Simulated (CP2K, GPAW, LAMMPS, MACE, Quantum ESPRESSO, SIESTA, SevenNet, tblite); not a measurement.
## Amorphous Cd8Zn24Te9S23 (64 atoms): runs against a plane-wave reference

Density of this cell: 4.60 g/cm³. The cell holds 64 atoms: 8 Cd, 24 Zn, 9 Te and 23 S. Cell: a = 11.623 Å, b = 11.623 Å, c = 11.623 Å, α = 90.0°, β = 90.0°, γ = 90.0°. 64 atoms (8 Cd, 24 Zn, 9 Te, 23 S) placed at random at 4.61 g/cm³, melted at 2500 K for 10 ps at fixed volume with the Stillinger-Weber II-VI potential (Zhou et al., Phys. Rev. B 88, 085309 (2013)). Quenched from 2500 K to 300 K at 100 K/ps and fixed volume, held 5 ps.

Geometry: as built.

The reference, a calculation:

* method: Kohn-Sham DFT, PBE, SSSP efficiency 1.3.0 pseudopotentials, plane waves (Quantum ESPRESSO 7.5); sssp-pbe-1.3.0-efficiency, cutoffs 60/480 Ry, Γ point
* r.m.s. force component: 0.4539 eV/Å
* longest force: 1.653 eV/Å
* pressure: -0.8867 GPa
* time: 9.5 min on 4 MPI ranks of Arm Neoverse V1, shared host
* CPU time: 38 min

Runs, in no order:
A. SIESTA PBEsol, DZP, shift 0.01 Ry, mesh 500 Ry: Kohn-Sham DFT, PBEsol, PseudoDojo 0.4.1 norm-conserving pseudopotentials (converted to PSML), numerical atomic orbitals (DZP), diagonalisation
B. QE PBE+D3(BJ), sssp-1.3.0-efficiency, 60/480 Ry: Kohn-Sham DFT, PBE+D3(BJ), SSSP efficiency 1.3.0 pseudopotentials, plane waves
C. GPAW PBE, LCAO dzp, h 0.2 Å: Kohn-Sham DFT, PBE, PAW, atomic orbitals (dzp)
D. GPAW PBE, grid h 0.18 Å: Kohn-Sham DFT, PBE, PAW, finite differences on a real-space grid
E. GPAW PBE, LCAO szp(dzp), h 0.2 Å: Kohn-Sham DFT, PBE, PAW, atomic orbitals (szp(dzp))

Q: Order them from the smallest to the largest r.m.s. force difference.

B, D, C, E, A.

| run | Δ force, r.m.s. (meV/Å) | share of r.m.s. force (%) | CPU time |
| --- | --- | --- | --- |
| B. QE PBE+D3(BJ), sssp-1.3.0-efficiency, 60/480 Ry | 8.74 | 1.93 | 39 min |
| D. GPAW PBE, grid h 0.18 Å | 21.7 | 4.78 | 72 min |
| C. GPAW PBE, LCAO dzp, h 0.2 Å | 45.5 | 10.0 | 4.7 min |
| E. GPAW PBE, LCAO szp(dzp), h 0.2 Å | 69.7 | 15.4 | 3.4 min |
| A. SIESTA PBEsol, DZP, shift 0.01 Ry, mesh 500 Ry | 111 | 24.5 | 6.2 min |

The network of bonds at the start is that of the classical potential that made the cell, and needn't be the one that DFT or experiment would give. The electronic-structure runs sample only Γ, in a cell whose shortest periodic width is 12 Å, which is coarse for a cell with partly filled levels.

[Hosts, paths, dates, database ids (printed as entryN), source tags and the programs' standing remarks are cut or masked in the printed files.]
